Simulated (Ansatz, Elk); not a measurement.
## How far do independent atoms describe Ba2NaCu?

The structure of Ba2NaCu used here is made up (a known structure type with other elements) and was relaxed beforehand with PBE. The aim is the Fourier transform of its all-electron density, F(hkl), set beside the sum over free spherical atoms that refinements use.

Main program and level: Elk 11.2.3 (patched build); DFT, PBE, all-electron APW+lo, Dirac cores, scalar-relativistic bands, static density, no spin.

The structure was built from a prototype and need not be the compound's stable phase.

**1. Set-up**

It takes space group P6_3/mmc (No. 194, hexagonal). Conventional cell: a = 4.924 Å, b = 4.924 Å, c = 16.619 Å, α = 90.00°, β = 90.00°, γ = 120.00°. Nearest to Ba lie 3 Na at 3.63 Å and 3 Cu at 3.63 Å. Nearest to Cu lie 3 Na at 2.84 Å and 6 Ba at 3.63 Å. Na has 3 Cu at 2.84 Å and 6 Ba at 3.63 Å nearest. Farther neighbours are not listed.

Coordinates:

```cif
data_structure
_symmetry_space_group_name_H-M 'P 1'
_symmetry_Int_Tables_number 1
_cell_length_a 4.9236
_cell_length_b 4.9236
_cell_length_c 16.6190
_cell_angle_alpha 90.000
_cell_angle_beta 90.000
_cell_angle_gamma 120.000
_cell_volume 348.90
loop_
_atom_site_label
_atom_site_type_symbol
_atom_site_fract_x
_atom_site_fract_y
_atom_site_fract_z
_atom_site_occupancy
Ba1 Ba 0.33333 0.66667 0.11380 1
Ba2 Ba 0.66667 0.33333 0.61380 1
Ba3 Ba 0.66667 0.33333 0.88620 1
Ba4 Ba 0.33333 0.66667 0.38620 1
Cu5 Cu 0.00000 0.00000 0.25000 1
Cu6 Cu 0.00000 0.00000 0.75000 1
Na7 Na 0.33333 0.66667 0.75000 1
Na8 Na 0.66667 0.33333 0.25000 1
```

**2. Ground state and structure factors**

An all-electron density is needed, since X-rays see the cores too. Task 0 finds the density and task 195 Fourier-transforms it; tshift is off so that phases refer to the origin typed.

Input file elk.in:

```
tasks
  0
  195

xctype
  20

spinpol
  .false.

rgkmax
  7.0

gmaxvr
  14.0

lmaxo
  7

lmaxapw
  8

swidth
  0.002

tshift
  .false.

ramdisk
  .false.

hmaxvr
  5.5

maxscl
  120

epspot
  1e-06

sppath
  './'

avec
  9.30423428468 -0.00000000000 0.00000000000
  -4.65211714234 8.05770325329 -0.00000000000
  0.00000000000 0.00000000000 31.40542019946

atoms
  3
  'Ba.in'
  4
  0.3333333333 0.6666666667 0.1138001804   0.000000 0.000000 0.000000
  0.6666666667 0.3333333333 0.6138001804   0.000000 0.000000 0.000000
  0.6666666667 0.3333333333 0.8861998196   0.000000 0.000000 0.000000
  0.3333333333 0.6666666667 0.3861998196   0.000000 0.000000 0.000000
  'Cu.in'
  2
  -0.0000000000 -0.0000000000 0.2500000000   0.000000 0.000000 0.000000
  0.0000000000 0.0000000000 0.7500000000   0.000000 0.000000 0.000000
  'Na.in'
  2
  0.3333333333 0.6666666667 0.7500000000   0.000000 0.000000 0.000000
  0.6666666667 0.3333333333 0.2500000000   0.000000 0.000000 0.000000

ngridk
  5 5 2
```

Run with:

```
OMP_NUM_THREADS=4 elk
```

Numbers of over 12 decimals in the logs are rounded to 6 here.

Output:

```text
┌─────────────────────────┐
│ Elk code version 11.2.3 │
└─────────────────────────┘

All units are atomic (Hartree, Bohr, etc.)

┌─────────────────────────────────────────────────┐
│ Ground-state run starting from atomic densities │
└─────────────────────────────────────────────────┘

Lattice vectors :
   9.304234285      -0.000000000       0.000000000
  -4.652117142       8.057703253      -0.000000000
   0.000000000       0.000000000       31.40542020

Reciprocal lattice vectors :
  0.6753038579      0.3898868641      -0.000000000
   0.000000000      0.7797737283      -0.000000000
   0.000000000       0.000000000      0.2000669078

Unit cell volume      :    2354.488185
Brillouin zone volume :   0.1053520740

Muffin-tin inner radius fraction :   0.1000000000E-01

Nuclei treated as point charges

Species : 1 (Ba)
 parameters loaded from : Ba.in
 name : barium
 nuclear charge    :   -56.00000000
 electronic charge :    56.00000000
 atomic mass :    250331.8071
 muffin-tin radius :    2.800000000
 number of radial points in muffin-tin :   1393
 inner part over the whole radius :   0.9950032293E-02
 number on inner part of muffin-tin    :    996
 approximate nuclear radius :   0.9171481901E-04
 number of mesh points to nuclear radius :    504
 atomic positions (lattice), magnetic fields (Cartesian) :
  1 :   0.33333333 -0.33333333  0.11380018    0.00000000  0.00000000  0.00000000
  2 :  -0.33333333  0.33333333 -0.38619982    0.00000000  0.00000000  0.00000000
  3 :  -0.33333333  0.33333333 -0.11380018    0.00000000  0.00000000  0.00000000
  4 :   0.33333333 -0.33333333  0.38619982    0.00000000  0.00000000  0.00000000

Species : 2 (Cu)
 parameters loaded from : Cu.in
 name : copper
 nuclear charge    :   -29.00000000
 electronic charge :    29.00000000
 atomic mass :    115837.2717
 muffin-tin radius :    2.400000000
 number of radial points in muffin-tin :    993
 inner part over the whole radius :   0.9893084826E-02
 number on inner part of muffin-tin    :    701
 approximate nuclear radius :   0.7406004541E-04
 number of mesh points to nuclear radius :    336
 atomic positions (lattice), magnetic fields (Cartesian) :
  1 :   0.00000000  0.00000000  0.25000000    0.00000000  0.00000000  0.00000000
  2 :   0.00000000  0.00000000 -0.25000000    0.00000000  0.00000000  0.00000000

Species : 3 (Na)
 parameters loaded from : Na.in
 name : sodium
 nuclear charge    :   -11.00000000
 electronic charge :    11.00000000
 atomic mass :    41907.78703
 muffin-tin radius :    2.200000000
 number of radial points in muffin-tin :    793
 inner part over the whole radius :   0.9883648912E-02
 number on inner part of muffin-tin    :    551
 approximate nuclear radius :   0.5574345702E-04
 number of mesh points to nuclear radius :    238
 atomic positions (lattice), magnetic fields (Cartesian) :
  1 :   0.33333333 -0.33333333 -0.25000000    0.00000000  0.00000000  0.00000000
  2 :  -0.33333333  0.33333333  0.25000000    0.00000000  0.00000000  0.00000000

Total number of atoms per unit cell :    8
Total muffin-tin volume :    572.8254381
 ratio of muffin-tin to unit cell volume :   0.2432908527

Spin treatment :
 spin-unpolarised

Number of Bravais lattice symmetries :   24
Number of crystal symmetries         :   24
Crystal has inversion symmetry
Real symmetric eigensolver will be used

k-point grid :      5     5     2
k-point offset :    0.000000000       0.000000000       0.000000000
k-point set is reduced with full crystal symmetry group
Total number of k-points :       10

Muffin-tin radius times maximum |G+k| :    7.000000000
 using average radius
Maximum |G+k| for APW functions       :    2.745098039
Maximum (1/2)|G+k|²                   :    3.767781622
Maximum |G| for potential and density :    14.00000000
Constant for pseudocharge density :   10
 order of it for each species :   17  17  17
 order of it for pair densities of each species (exact exchange by exxq0 0: 18) :   12   8   5
Radial integration step length :    1

[...]
exchange                    :     -940.27492846982
 correlation                 :     -15.694158589531
 electron entropic           :    -0.17213705322904E-02
 total energy                :     -36193.815795296

Density of states at Fermi energy :    115.7406264
 (states/Hartree/unit cell)

Estimated indirect band gap :   0.4740746355E-02
 from k-point 2 to k-point 6
Estimated direct band gap   :   0.1169603034E-01
 at k-point 5

Charges :
 core                        :    172.0000000
 valence                     :    132.0000000
 interstitial                :    13.84909732
 muffin-tins (core leakage)
  species : 1 (Ba)
[...]
species : 2 (Cu)
[...]
species : 3 (Na)
[...]
total in muffin-tins        :    290.1509027
 total calculated charge     :    303.9996493
 total charge                :    304.0000000
 error                       :   0.3506621740E-03

RMS change in Kohn-Sham potential (target) :   0.4317062333     (  0.1000000000E-05)
Absolute change in total energy (target)   :   0.3818673659     (  0.1000000000E-03)

[... loops 3 to 17 left out ...]

┌──────────────────┐
│ Loop number : 18 │
└──────────────────┘

Energies :
 Fermi                       :     0.132356
 sum of occupied eigenvalues :     -22141.926957937
 electron kinetic            :      38444.309368241
 core electron kinetic       :      36916.935884903
 Coulomb                     :     -73679.409262730
 Coulomb potential           :     -59337.566779865
 nuclear-nuclear             :     -2795.1774942528
 electron-nuclear            :     -82468.542126483
 Hartree                     :      11584.310358006
 Madelung                    :     -44010.625872798
 xc potential                :     -1248.6695463129
 exchange                    :     -941.53262479128
 correlation                 :     -15.707082196291
 electron entropic           :    -0.31651250935153E-02
 total energy                :     -36192.342766602

Density of states at Fermi energy :    249.3997125
 (states/Hartree/unit cell)

Estimated indirect band gap :   0.1374842937E-02
 from k-point 5 to k-point 5
Estimated direct band gap   :   0.1374842937E-02
 at k-point 5

Charges :
 core                        :    172.0000000
 valence                     :    132.0000000
 interstitial                :    13.21539994
 muffin-tins (core leakage)
  species : 1 (Ba)
[...]
species : 2 (Cu)
[...]
species : 3 (Na)
[...]
total in muffin-tins        :    290.7846001
 total calculated charge     :    303.9996351
 total charge                :    304.0000000
 error                       :   0.3649214307E-03

RMS change in Kohn-Sham potential (target) :   0.4721805177E-06 (  0.1000000000E-05)
Absolute change in total energy (target)   :   0.7601171819E-04 (  0.1000000000E-03)

Convergence targets achieved

┌──────────────────┐
│ Loop number : 19 │
└──────────────────┘

Energies :
 Fermi                       :     0.132356
 sum of occupied eigenvalues :     -22141.926945441
 electron kinetic            :      38444.309366132
 core electron kinetic       :      36916.935883678
 Coulomb                     :     -73679.409247673
 Coulomb potential           :     -59337.566801434
 nuclear-nuclear             :     -2795.1774942528
 electron-nuclear            :     -82468.542075028
 Hartree                     :      11584.310321608
 Madelung                    :     -44010.625846956
 xc potential                :     -1248.6695101393
 exchange                    :     -941.53262354988
 correlation                 :     -15.707082142948
 electron entropic           :    -0.31651315833484E-02
 total energy                :     -36192.342752365

Density of states at Fermi energy :    249.4003154
 (states/Hartree/unit cell)

Estimated indirect band gap :   0.1374828696E-02
 from k-point 5 to k-point 5
Estimated direct band gap   :   0.1374828696E-02
 at k-point 5

Charges :
 core                        :    172.0000000
 valence                     :    132.0000000
 interstitial                :    13.21540041
 muffin-tins (core leakage)
  species : 1 (Ba)
[...]
species : 2 (Cu)
[...]
atom 2                    :    28.02764131     (  0.1565572547E-03)
  species : 3 (Na)
   atom 1                    :    10.11979251     ( -0.9715865623E-07)
   atom 2                    :    10.11979251     ( -0.9715865623E-07)
 total in muffin-tins        :    290.7845996
 total calculated charge     :    303.9996351
 total charge                :    304.0000000
 error                       :   0.3649215899E-03

┌──────────────────────────────┐
│ Self-consistent loop stopped │
└──────────────────────────────┘

Warning : core states of species 2 leak from the muffin-tin :   0.1565572547E-03

Wrote STATE.OUT
```

It took 55 s on 4 threads of AMD EPYC 9B45 (Zen 5), shared host; peak memory 0.53 GiB.

SFACRHO.OUT:

```text

h k l indices transformed by vhmat matrix:
   1.000000000       0.000000000       0.000000000    
   0.000000000       1.000000000       0.000000000    
   0.000000000       0.000000000       1.000000000    

      h      k      l  multipl.   |H|            Re(F)            Im(F)           |F|

      0      0      0      1   0.0000000       304.00000      0.45852454E-15   304.00000    
      0      0      1      2  0.20006691      0.16849250E-13  0.81687719E-14  0.18725012E-13
      0      0     -2      2  0.40013382      -47.504582      0.79407906E-14   47.504582    
      0      0      3      2  0.60020072      0.16224447E-12 -0.24506316E-13  0.16408482E-12
      1      0      0      6  0.77977373      -56.600046     -0.10210965E-13   56.600046    
      0      0     -4      2  0.80026763      -119.90490     -0.81369104E-13   119.90490    
      1      0     -1      6  0.80503033       96.780228      0.16337544E-13   96.780228    
     -1      1      1      6  0.80503033      -96.780228      0.76582236E-14   96.780228    
      1      0     -2      6  0.87644403      -56.393813     -0.42886052E-13   56.393813    
      1      0      2      6  0.87644403      -56.393813     -0.40843859E-13   56.393813    
      1     -1     -3      6  0.98401625      -155.30128     -0.61265789E-13   155.30128    
      1      0     -3      6  0.98401625       155.30128      0.16337544E-13   155.30128    
      0      0     -5      2   1.0003345     -0.76975471E-13  0.76582236E-13  0.10858205E-12
     -1      1      4      6   1.1173519       129.95408     -0.65350175E-13   129.95408    
     -1      1     -4      6   1.1173519       129.95408      0.16337544E-13   129.95408    
      0      0     -6      2   1.2004014      -140.33412     -0.41205430E-13   140.33412    
      1     -1     -5      6   1.2683518       80.302495      -0.0000000       80.302495    
      1     -1      5      6   1.2683518      -80.302495      0.16337544E-13   80.302495
```

Elk indexes on the primitive cell of elk.in and gives |H| = 4π sin θ/λ in inverse bohr. Below, one row stands for each form hkl of the conventional cell (m members, Friedel mates merged), F is for one primitive cell and the density is static (no thermal factor). Free-atom factors are Waasmaier and Kirfel's, and R is Σm||F|−|F'||/Σm|F|.

| hkl | m | sin θ/λ (Å⁻¹) | abs F, DFT | neutral atoms | diff. |
| --- | --- | --- | --- | --- | --- |
| 001 | 2 | 0.030 | 0.000 | 0.000 | +0.000 |
| 002 | 2 | 0.060 | 47.505 | 47.135 | +0.370 |
| 003 | 2 | 0.090 | 0.000 | 0.000 | +0.000 |
| 100 | 6 | 0.117 | 56.600 | 56.414 | +0.186 |
| 004 | 2 | 0.120 | 119.905 | 119.562 | +0.343 |
| 101 | 12 | 0.121 | 96.780 | 96.606 | +0.174 |
| 102 | 12 | 0.132 | 56.394 | 56.498 | -0.104 |
| 103 | 12 | 0.148 | 155.301 | 155.208 | +0.093 |
| 005 | 2 | 0.150 | 0.000 | 0.000 | +0.000 |
| 104 | 12 | 0.168 | 129.954 | 130.307 | -0.353 |
| 006 | 2 | 0.180 | 140.334 | 140.886 | -0.552 |
| 105 | 12 | 0.191 | 80.302 | 80.428 | -0.126 |
| 110 | 6 | 0.203 | 240.268 | 240.993 | -0.725 |
| 111 | 12 | 0.205 | 0.000 | 0.000 | +0.000 |
| 007 | 2 | 0.211 | 0.000 | 0.000 | +0.000 |
| 112 | 12 | 0.212 | 37.042 | 37.965 | -0.923 |
| 106 | 12 | 0.215 | 1.414 | 2.090 | -0.676 |
| 113 | 12 | 0.222 | 0.000 | 0.000 | +0.000 |
| 200 | 6 | 0.234 | 48.773 | 48.102 | +0.671 |
| 114 | 12 | 0.236 | 103.298 | 102.456 | +0.842 |
| 201 | 12 | 0.236 | 82.566 | 82.466 | +0.101 |
| 008 | 2 | 0.241 | 200.931 | 201.716 | -0.785 |

**3. The highest occupied states alone**

An energy window below the Fermi level keeps the highest occupied states, to see at which angles they scatter; shallow core shells can lie inside it and anion s states outside. No new self-consistency is needed.

elk.in: that of step 2 with these lines changed.

```diff
@@ -1,3 +1,2 @@
 tasks
-  0
   195
@@ -40,2 +39,5 @@
 
+wsfac
+  -0.308640 0.432360
+
 sppath
```

Run with:

```
OMP_NUM_THREADS=4 elk
```

Output:

```text
┌─────────────────────────────────┐
│ Elk code version 11.2.3 started │
└─────────────────────────────────┘

Info(readinput): the functional depends on the density's gradient
 muffin-tin radial points multiplied by    2.00000
 (not where nrmtscf is given)

┌────────────────────┐
│ Current task : 195 │
└────────────────────┘

Info(sfacrho): density structure factors written to SFACRHO.OUT

 Energy window :  -0.3086400000      0.4323600000

┌──────────────────┐
│ Elk code stopped │
└──────────────────┘
```

Elapsed: 24 s, on 4 threads; peak memory 0.34 GiB.

States within 12 eV below the Fermi level hold 32.00 electrons; any levels below the window count with the cores. Their amplitudes can exceed the total, where window and core parts have opposite phase:

| hkl | sin θ/λ (Å⁻¹) | abs F, window | abs F, all |
| --- | --- | --- | --- |
| 001 | 0.030 | 0.000 | 0.000 |
| 002 | 0.060 | 21.792 | 47.505 |
| 003 | 0.090 | 0.000 | 0.000 |
| 100 | 0.117 | 17.787 | 56.600 |
| 004 | 0.120 | 17.844 | 119.905 |
| 101 | 0.121 | 0.035 | 96.780 |
| 102 | 0.132 | 17.181 | 56.394 |
| 103 | 0.148 | 0.011 | 155.301 |
| 005 | 0.150 | 0.000 | 0.000 |
| 104 | 0.168 | 15.151 | 129.954 |

**4. Another functional**

The difference from free atoms is small, so it is set against the change that LDA (Perdew-Wang) makes.

elk.in: that of step 3 with these lines changed.

```diff
@@ -1,2 +1,3 @@
 tasks
+  0
   195
@@ -4,3 +5,3 @@
 xctype
-  20
+  3
 
@@ -39,5 +40,2 @@
 
-wsfac
-  -0.308640 0.432360
-
 sppath
```

Run with:

```
OMP_NUM_THREADS=4 elk
```

Output:

```text
┌─────────────────────────┐
│ Elk code version 11.2.3 │
└─────────────────────────┘

All units are atomic (Hartree, Bohr, etc.)

┌─────────────────────────────────────────────────┐
│ Ground-state run starting from atomic densities │
└─────────────────────────────────────────────────┘

Lattice vectors :
   9.304234285      -0.000000000       0.000000000
  -4.652117142       8.057703253      -0.000000000
   0.000000000       0.000000000       31.40542020

Reciprocal lattice vectors :
  0.6753038579      0.3898868641      -0.000000000
[...]
species : 1 (Ba)
[...]
species : 2 (Cu)
[...]
species : 3 (Na)
   atom 1                    :    10.12132563     ( -0.1555072450E-05)
   atom 2                    :    10.12132563     ( -0.1555072450E-05)
 total in muffin-tins        :    290.7949957
 total calculated charge     :    303.9996383
 total charge                :    304.0000000
 error                       :   0.3616834042E-03

┌──────────────────────────────┐
│ Self-consistent loop stopped │
└──────────────────────────────┘

Warning : core states of species 2 leak from the muffin-tin :   0.1610032748E-03

Wrote STATE.OUT
[key lines of the parts left out:]
total energy                :     -36160.773929201
```

The job ended after 31 s (4 threads; peak memory 0.45 GiB).

Against the first run R = 0.03 %; the largest change is -0.064 at 1 1 14.

**5. Basis size**

A smaller basis shows how fast F responds to it; the change is likely larger than the basis error of the first run, but doesn't show convergence.

elk.in: that of step 4 with these lines changed.

```diff
@@ -5,3 +5,3 @@
 xctype
-  3
+  20
 
@@ -11,3 +11,3 @@
 rgkmax
-  7.0
+  5.5
```

Run with:

```
OMP_NUM_THREADS=4 elk
```

Output:

```text
┌─────────────────────────┐
│ Elk code version 11.2.3 │
└─────────────────────────┘

All units are atomic (Hartree, Bohr, etc.)

┌─────────────────────────────────────────────────┐
│ Ground-state run starting from atomic densities │
└─────────────────────────────────────────────────┘

Lattice vectors :
   9.304234285      -0.000000000       0.000000000
  -4.652117142       8.057703253      -0.000000000
   0.000000000       0.000000000       31.40542020

Reciprocal lattice vectors :
  0.6753038579      0.3898868641      -0.000000000
[...]
species : 1 (Ba)
[...]
species : 2 (Cu)
[...]
species : 3 (Na)
   atom 1                    :    10.10909122     ( -0.9715865801E-07)
   atom 2                    :    10.10909122     ( -0.9715865801E-07)
 total in muffin-tins        :    290.4944697
 total calculated charge     :    303.9995624
 total charge                :    304.0000000
 error                       :   0.4375689442E-03

┌──────────────────────────────┐
│ Self-consistent loop stopped │
└──────────────────────────────┘

Warning : core states of species 2 leak from the muffin-tin :   0.1569567155E-03

Wrote STATE.OUT
[key lines of the parts left out:]
total energy                :     -36192.109462170
```

Elapsed: 48 s, on 4 threads; peak memory 0.51 GiB.

Against the first run R = 0.04 %; the largest change is +0.136 at 300.

**6. Settings against the effect**

| run | R against the first run (%) | R against neutral atoms, low angle (%) | wall time |
| --- | --- | --- | --- |
| PBE, rgkmax 7 | 0.00 | 0.46 | 55 s |
| LDA (Perdew-Wang) | 0.03 | 0.47 | 31 s |
| rgkmax 5.5 | 0.04 | 0.47 | 48 s |

**7. Outcome**

```yaml
r_against_neutral_atoms_sin_theta_lambda_0p3_a_minus1: 0.46 %
r_against_neutral_atoms_0p3_to_0p55_a_minus1: 0.12 %
```

In words: Independent neutral atoms miss the calculated amplitudes by R = 0.46 % below 0.3 Å⁻¹ and 0.12 % from there to 0.55 Å⁻¹; by shells, 0.16 % below 0.15 Å⁻¹ (6 forms), 0.54 % 0.15 to 0.3 (19 forms), 0.18 % 0.3 to 0.45 (44 forms), 0.07 % above 0.45 (48 forms). Bonding, aspherical density and the tables' own atoms all enter these figures, and the runs don't part them. The largest change of an amplitude is -0.92 electrons, at 112. Weak lines can change much in proportion: 106 goes from 2.09 to 1.41. The window's part falls from 32.0 electrons at the origin to at most 4.94 between 0.45 and 0.55 Å⁻¹, where compact states inside the window still scatter. Below 0.3 Å⁻¹ the changes that finished (LDA (Perdew-Wang) and rgkmax 5.5) move F by R = 0.03 % at most, against the 0.46 % that separates it from free atoms. The k-mesh has no finished test. These runs have no spin, though d or f shells may be open. Part of the difference isn't bonding: the tables are fits to free atoms and ions calculated by other methods than this functional. Thermal motion, anomalous dispersion and extinction are left out.

[Logs are printed without paths, hosts, clocks, repeated set-up lines and the standing remarks that a program may print on its own settings, such as how far it seeks lower states.]

[Hosts, paths, dates, database ids (printed as entryN), source tags and the programs' standing remarks are cut or masked in the printed files.]
